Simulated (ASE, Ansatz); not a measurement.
**A faulty run on NaH9C4O7 (P-1) (84 atoms)**

Program: Ansatz 0.2.0. The cell: 4 Na, 36 H, 16 C and 28 O.

File input.yaml:

```yaml
crystal:
  lattice:
    - [11.912, 0.0, 0.0]
    - [-1.13193, 6.29098, 0.0]
    - [-0.30376, -2.8479, 10.85864]
  atoms:
    - { symbol: Na, position: [0.12682, 0.03707, 0.42647] }
    - { symbol: Na, position: [0.37318, 0.96293, 0.57353] }
    - { symbol: H, position: [0.295, 0.755, 0.997] }
    - { symbol: H, position: [0.205, 0.245, 0.003] }
    - { symbol: H, position: [0.047, 0.792, 0.1248] }
    - { symbol: H, position: [0.453, 0.208, 0.8752] }
    - { symbol: H, position: [0.0035, 0.722, 0.929] }
    - { symbol: H, position: [0.4965, 0.278, 0.071] }
    - { symbol: H, position: [0.1155, 0.147, 0.674] }
    - { symbol: H, position: [0.3845, 0.853, 0.326] }
    - { symbol: H, position: [0.067, 0.305, 0.657] }
    - { symbol: H, position: [0.433, 0.695, 0.343] }
    - { symbol: H, position: [0.0415, 0.341, 0.308] }
    - { symbol: H, position: [0.4585, 0.659, 0.692] }
    - { symbol: H, position: [0.153, 0.337, 0.285] }
    - { symbol: H, position: [0.347, 0.663, 0.715] }
    - { symbol: H, position: [0.156, 0.733, 0.583] }
    - { symbol: H, position: [0.344, 0.267, 0.417] }
    [... 60 atom lines left out ...]
    - { symbol: O, position: [0.5646, 0.1718, 0.62989] }
    - { symbol: O, position: [0.9354, 0.8282, 0.37011] }
    - { symbol: O, position: [0.6121, 0.3376, 0.33969] }
    - { symbol: O, position: [0.8879, 0.6624, 0.66031] }
    - { symbol: O, position: [0.6757, 0.7532, 0.51489] }
    - { symbol: O, position: [0.8243, 0.2468, 0.48511] }
kpoints:
  mp_grid: { grid: [1, 2, 1] }
hamiltonian:
  xc: pbe
  dispersio: d4
scf:
  occupations: { method: fixed }
  max_iter: 50
output:
  forces: true
```

Command:

```bash
$ ansatz run input.yaml --threads 4 --pin off --max-ram 8192MiB --backend cpu --events-out ev --progress --plain --runs-dir out
```

Log:

```text
Error: YAML parse error: error: line 95 column 3: unknown field `dispersio`, expected one of xc, dispersion, noncollinear_xc, pseudopotentials, hubbard, deformation_potential_offset, integrals
  --> <input>:95:3
   |
93 | hamiltonian:
94 |   xc: pbe
95 |   dispersio: d4
   |   ^ unknown field `dispersio`, expected one of xc, dispersion, noncollinear_xc, pseudopotentials, hubbard, deformation_potential_offset, integrals
96 | scf:
97 |   occupations: { method: fixed }
   |
```

Wall time 0.03 s (4 threads of Arm Neoverse N1, shared host); peak memory 0.021 GiB.

Q: Name the fault and the fix.

A misspelt key: hamiltonian.dispersio = "d4" and hamiltonian.dispersion removed.

The fix is to spell the key as the program knows it.

The program refused it before any cycle.

[Logs are printed without paths, hosts, clocks, repeated set-up lines and the standing remarks that a program may print on its own settings, such as how far it seeks lower states.]

[Hosts, paths, dates, database ids (printed as entryN), source tags and the programs' standing remarks are cut or masked in the printed files.]
